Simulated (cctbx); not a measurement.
## Accept or mend?

Cell a = 9.8620 Å, b = 9.8620 Å, c = 9.8620 Å, α = 90.00°, β = 90.00°, γ = 90.00°; space group Fd-3m (no. 227, origin choice 1). The compound is Sn2Ir2O7.

Simulated single-crystal data (cctbx): Mo Kα, λ = 0.71073 Å, to d = 0.7 Å, 70 % of the full sphere, strongest reflection 40000 counts, noise from counting, a 4 % proportional error and a noise floor of 8 counts (s.d.); no absorption.

An anisotropic refinement with weights 1/σ² prints:

```text
Rint 0.035, 91 unique reflections to 0.70 A
cycle     R1     wR2    GooF  max shift (A)
   1  0.0804  0.2459  13.242   0.00000
   2  0.0788  0.2379  12.815   0.00000
final R1 0.0788 wR2 0.2379 GooF 12.815  parameters 5  data/parameter 18.2
atom        x        y        z      Ueq    occ   su(xyz)  su(Uiso or U11)
Ir1    0.12500  0.62500  0.12500   0.0119  1.000  0.00000  0.0013
Sn1    0.12500  0.12500  0.12500   0.0171  1.000  0.00000  0.0016
O1     0.25000  0.75000  0.25000   0.0233  1.000  0.00000  0.0156
difference map: max 11.22 min -7.41 rms 1.48
Q1    0.0000  0.0000  0.2215   48   11.36  1.99 A from Sn1
Q2    0.1250  0.1250  0.6250   16   10.71  0.00 A from Ir1
Q3    0.0000  0.0000  0.5000    8    5.85  0.00 A from O1
Q4    0.0000  0.0000  0.0000    8    5.50  2.14 A from Sn1
Q5    0.1250  0.1250  0.1250   16    4.13  0.00 A from Sn1
Q6    0.0139  0.1502  0.8498   96    0.78  1.41 A from Sn1
```

**Question.** Can this result stand? If not, what is the likely fault?

Mend it. The fault: an atom left out, O at (0.0369, 1/4, 1/4). Against the right model at the same level, R1 goes from 0.0075 to 0.0788 and GooF from 0.94 to 12.81, the top difference peak, 11.4 e/Å³, lies 1.99 Å from Sn1 and a hole of -7.4 e/Å³ opens. Q1 is the missing atom. With scattering power missing, scale and phases suffer, so peaks may also grow on the heavy atoms.

The compound is Sn2Ir2O7. The right model at the same level gives:

```text
Rint 0.035, 91 unique reflections to 0.70 A
cycle     R1     wR2    GooF  max shift (A)
   1  0.0123  0.0429   2.367   0.00008
   2  0.0075  0.0170   0.940   0.00000
final R1 0.0075 wR2 0.0170 GooF 0.940  parameters 9  data/parameter 10.1
atom        x        y        z      Ueq    occ   su(xyz)  su(Uiso or U11)
Ir1    0.12500  0.62500  0.12500   0.0147  1.000  0.00000  0.0001
Sn1    0.12500  0.12500  0.12500   0.0207  1.000  0.00000  0.0001
O1     0.25000  0.75000  0.25000   0.0288  1.000  0.00000  0.0012
O2     0.03676  0.25000  0.25000   0.0300  1.000  0.00034  0.0013
difference map: max 0.61 min -0.77 rms 0.18
Q1    0.0951  0.0951  0.4049   32    0.68  1.62 A from O1
Q2    0.0713  0.0713  0.0713   32    0.66  0.92 A from Sn1
Q3    0.0912  0.0912  0.9088   32    0.63  1.75 A from O2
Q4    0.0696  0.0696  0.5696   32    0.52  0.95 A from Ir1
Q5    0.0494  0.1248  0.7956  192    0.48  1.33 A from O2
Q6    0.0000  0.0000  0.0000    8    0.44  2.10 A from O2
```

The model was made for the exercise: a known structure type with other elements put in, its volume estimated, not relaxed; displacement parameters are assumed.

[Middle refinement cycles are left out of these outputs.]

[Logs are printed without paths, hosts, clocks, repeated set-up lines and the standing remarks that a program may print on its own settings, such as how far it seeks lower states.]
